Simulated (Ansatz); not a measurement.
# SrPbSe3 (model cell, started as cubic perovskite with Pb in the octahedra): a soft mode frozen in, part 3 of 3

Wanted: the energy along a soft mode of SrPbSe3 (model cell, started as cubic perovskite with Pb in the octahedra) and the structure at the end.

Ansatz 0.2.0; DFT PBE, scalar-relativistic, plane waves, PAW; PAW set soft_1.

So far. Step 5 (Energy along the mode, all amplitudes (two of the runs …): The lowest of the steps tried is the last one, at 0.6 Å, 63.3 meV/atom below the parent; the bottom of the well need not coincide with a step. Step 7 (The new phase in its own primitive cell): The largest force component left is 0.30 meV/Å and the pressure is 0.000 GPa, within the tolerances set. The cell now holds 31.78 Å³/atom. The relaxed cell has a, b, c = 11.236, 12.398, 4.562 Å (conventional setting).

The structure was built from a prototype and need not be the compound's stable phase.

**8. Modes of the new phase, k-mesh 4×4×8**

A relaxed structure may still be a saddle point, so its zone-centre modes are computed. No field response is asked, since the mesh shows no gap.

Contents of input.yaml:

```yaml
crystal:
  lattice:
    - [5.6181801033, -6.1987909904, 0.0]
    - [5.6181801033, 6.1987909904, 0.0]
    - [0.0, 0.0, 4.5623659026]
  atoms:
    - { symbol: Sr, position: [0.7445670106, 0.7445670106, 0.0] }
    - { symbol: Sr, position: [0.2554329894, 0.2554329894, 0.0] }
    - { symbol: Pb, position: [0.772728224, 0.227271776, 0.5] }
    - { symbol: Pb, position: [0.227271776, 0.772728224, 0.5] }
    - { symbol: Se, position: [0.5, 0.0, 0.5] }
    - { symbol: Se, position: [0.0, 0.5, 0.5] }
    - { symbol: Se, position: [0.0, 0.0, 0.5] }
    - { symbol: Se, position: [0.5, 0.5, 0.5] }
    - { symbol: Se, position: [0.6291570052, 0.3708429948, 0.0] }
    - { symbol: Se, position: [0.3708429948, 0.6291570052, 0.0] }
kpoints:
  mp_grid: { grid: [4, 4, 8] }
hamiltonian:
  xc: pbe
  pseudopotentials: { kind: paw, azcp: { folder: soft_1 } }
scf:
  occupations: { method: methfessel_paxton, width: 0.2 }
output:
  eigenvalues: true
phonons:
  method: dfpt
```

Run with:

```sh
> ansatz run input.yaml --threads 4 --pin off --max-ram 16384MiB --backend cpu --events-out ev --progress --plain --runs-dir out
```

Numbers of over 12 decimals in the logs are rounded to 6 here.

What it wrote:

```text
zone centre: on kpoints.mp_grid the ground state, and the responses unless they are solved on pairs of k-points, stand on 50 of the mesh's 128 k-points, reduced under 2 symmetry operations, with k and −k counted as one. Each operation leaves every solved displacement unchanged or reverses it
[...]
Crystal: 10 atoms, lattice volume = 317.777 Å³
Basis set: ecut = 420 eV, 6193 PW (Γ), exchange–correlation on 120×120×64 points (8 copies of the dense FFT grid, shifted against one another)
Bands: 87, of which v1, the nominal top of the filled ones, is band 72 counted from 1 (71 counted from 0)
Symmetry: 8 space group operations
k-points: 50 of 128 (irreducible under 2 space group operations, time reversal used)
[...]
SCF iter   1: F=—  HF=-63731.931428 eV  |F-HF|=—  |Δ(HF+E_count)|=         —  Δρ=3.63e-2  dr2=1.35e1  ethr=3.10e-3  ⟨swp⟩=9.5  Hψ=20995  notcnv=0
[...]
SCF iter  13: F=-63727.779056 eV  HF=-63727.779056 eV  |F-HF|=2.18e-11  |Δ(HF+E_count)|=  8.00e-11  S|Δr|=    0.00e0  Δρ=5.62e-8  dr2=8.52e-12  ethr=1.00e-12  ⟨swp⟩=15.8  Hψ=31926  notcnv=0
SCF 1 converged in 13 iterations: F = -63727.779056 eV  dr2 = 8.52e-12
[...]
DFPT response loops at Γ: preconditioner auto → Kerker (q_TF=auto, 2.391 Å⁻¹) (partly filled bands, converged f_vac=0.077); β = 1.00, the filter's whole step (`scf.mixing.beta` (0.50) is not read by the response loops under this deck's `scf.mixing.preconditioner`; to damp them name `kerker` or `kerker_dos`, under which they read `scf.mixing.beta`, and type it under 1.00, their step now; both keys bind the ground state too); Broyden in place of MSR1
SCF converged after 13 iterations
[...]
Free energy (F): -63727.779056 eV
[...]
Internal energy: -63727.774094 eV  (E = F + TS)
E sigma→0 (E₀):  -63727.777816 eV
Entropy (-TS):   -0.004962 eV (-0.496 meV/atom)
Fermi energy:    7.098336 eV
[...]
--- Band table (eV; the first three rows and the last of 50) ---
  k-point 0: bands = [... 68 lower, 6.0899, 6.1952, 6.2223, 6.8704, 7.6954, 8.0020, 8.5775, 8.6303, ... 11 higher]
  k-point 1: bands = [... 68 lower, 6.0722, 6.0780, 6.1483, 6.7217, 7.3990, 8.1262, 8.3000, 8.9173, ... 11 higher]
  k-point 2: bands = [... 68 lower, 5.9556, 6.0997, 6.1686, 6.8174, 7.3381, 8.0033, 8.9450, 9.0074, ... 11 higher]
  k-point 49: bands = [... 68 lower, 5.8703, 5.9395, 6.1668, 7.2563, 7.4088, 9.1518, 9.5666, 9.6052, ... 11 higher]
--- Phonons (Γ-DFPT): 18 representative perturbations + reference, on 50 of 128 k-points (Σ response iterations 66) ---
  k mesh reduced under 2 symmetry operations, with k and −k counted as one. Each operation leaves every solved displacement unchanged or reverses it
  ASR residual: 1.312e-4 → 0.000e0 eV/Å²; symmetrization residual: 2.543e-5 eV/Å²
  ASR residual per site (eV/Å²): 1.14e-4 1.14e-4 1.11e-4 1.11e-4 1.31e-4 1.31e-4 1.22e-4 5.00e-5 9.56e-5 9.56e-5
  Γ frequencies (cm⁻¹): -76.54 -71.97 -68.28 -56.86 -43.64 -26.42 -26.22 -21.89 0.00 0.00 0.00 24.21 24.81 40.04 41.49 57.24 72.44 74.14 74.48 77.37 86.29 100.73 111.63 111.87 116.87 135.02 149.92 152.99 161.67 170.09
  non-analytic LO–TO correction: not included (Born effective charges unavailable; polar crystals: no LO–TO splitting at Γ)
```

The job ended after 18 min (4 threads of Arm Neoverse V1, shared host; peak memory 4.2 GiB).

This step gave:

```
sum-rule residual before enforcement                    : 1.31e-4 eV/Å²
point group                                             : mmm
highest optical mode at the zone centre (no LO-TO term) : 170.1 cm⁻¹
lowest optical zone-centre mode                         : -76.54 cm⁻¹
```

Patterns of degenerate modes are one choice out of their space. The modes at Γ (shares of kinetic energy by element, %) (negative means imaginary):

```tsv
mode	frequency (cm⁻¹)	symmetry	Sr %	Pb %	Se %
1	-76.5	B3g	0	13	87
2	-72.0	B2u	48	0	52
3	-68.3	B3u	3	0	97
4	-56.9	B1u	2	2	96
5	-43.6	B1u	61	0	39
6	-26.4	B1g	77	7	16
7	-26.2	B2g	100	0	0
8	-21.9	Au	0	0	100
9	0.0	acoustic	16	39	45
10	0.0	acoustic	16	39	45
11	0.0	acoustic	16	39	45
12	24.2	B1u	19	37	44
13	24.8	B3u	32	7	61
14	40.0	B2u	7	11	82
15	41.5	B3u	3	41	56
16	57.2	B1u	1	1	97
17	72.4	B3g	0	87	13
18	74.1	Ag	51	42	7
19	74.5	B3u	2	0	98
20	77.4	B2u	27	19	54
21	86.3	B1g	6	21	73
22	100.7	B2u	2	16	82
23	111.6	B1g	17	72	11
24	111.9	Ag	36	58	6
25	116.9	B3u	43	0	56
26	135.0	B1u	0	21	79
27	149.9	Ag	13	0	87
28	153.0	B3u	0	13	87
29	161.7	B2u	0	14	86
30	170.1	B2u	0	1	99
```

Displacements in mode 1 (-76.5 cm⁻¹), the largest set to 1:
```
Sr1  0.00  0.00  0.00
Sr2  0.00  0.00  0.00
Pb3  0.00  0.00 -0.24
Pb4  0.00  0.00  0.24
Se5  0.00  0.00  0.00
Se6  0.00  0.00  0.00
Se7  0.00  0.00  0.00
Se8  0.00  0.00  0.00
Se9  0.00  0.00 -1.00
Se10 0.00  0.00  1.00
```

Displacements in mode 2 (-72.0 cm⁻¹), the largest set to 1:
```
Sr1  0.00 -0.93  0.00
Sr2  0.00 -0.93  0.00
Pb3  0.00  0.01  0.00
Pb4  0.00  0.01  0.00
Se5 -0.02  1.00  0.00
Se6  0.02  1.00  0.00
Se7  0.00  0.10  0.00
Se8  0.00  0.18  0.00
Se9  0.00 -0.13  0.00
Se10 0.00 -0.13  0.00
```

Before it was imposed, the acoustic sum rule was missed by 1.3e-4 eV/Å². Small misses are needed for a sound result but don't prove that mesh and cutoff are converged. The lowest optical mode is imaginary, 76.5i cm⁻¹, so the energy falls along it.

**9. Outcome**

```yaml
unstable_mode_of_the_parent: q = (0, -0.5, -0.5), 90i cm⁻¹
depth_at_the_lowest_point_sampled: 63.3 meV/atom
largest_atomic_shift_at_that_point: 0.6 Å
space_group_reached_within_0p01_a: Cmmm
energy_gained_over_the_parent_first_relaxation_on_the_mesh_of_the_frozen_mode: 184 meV/atom
volume_per_atom_phase_reached: 31.8 Å³
lowest_optical_zone_centre_mode_phase_reached: -76.5 cm⁻¹
highest_optical_mode_at_the_zone_centre_no_lo_to_term_phase_reached: 170 cm⁻¹
```

**Reading.** Along this mode the structure falls into Cmmm, 184 meV/atom below the parent. At the parent's cell the well is 63.28 meV/atom deep on the steps tried, with its lowest point at a shift of 0.6 Å. That is the last step tried, so the steps alone don't bracket the bottom of the well. Relaxing atoms and cell changes the gain by +121.04 meV/atom against the lowest step (energies at zero smearing). Most of the total comes from this relaxation. The new phase still has an imaginary mode at the zone centre of its cell, so it is a saddle point on the way to a lower structure. Of the 4 patterns followed to their end from this parent, this one ends 27.7 meV/atom above the lowest, Pmma. Each path keeps the symmetry of its pattern, so a lower phase may lie along a pattern not tried. With no gap, or one that is small against the smearing, the frequencies hang on the k mesh and the smearing, most of all near Kohn anomalies. Spin-orbit coupling is left out, which can matter for the heavy elements here. A phonon run warned that its eigensolver left some bands unconverged in a pass. The starting cell was built on a prototype and not taken from a measurement, so the phase need not exist.

[Logs are printed without paths, hosts, clocks, repeated set-up lines and the standing remarks that a program may print on its own settings, such as how far it seeks lower states.]

[Hosts, paths, dates, database ids (printed as entryN), source tags and the programs' standing remarks are cut or masked in the printed files.]
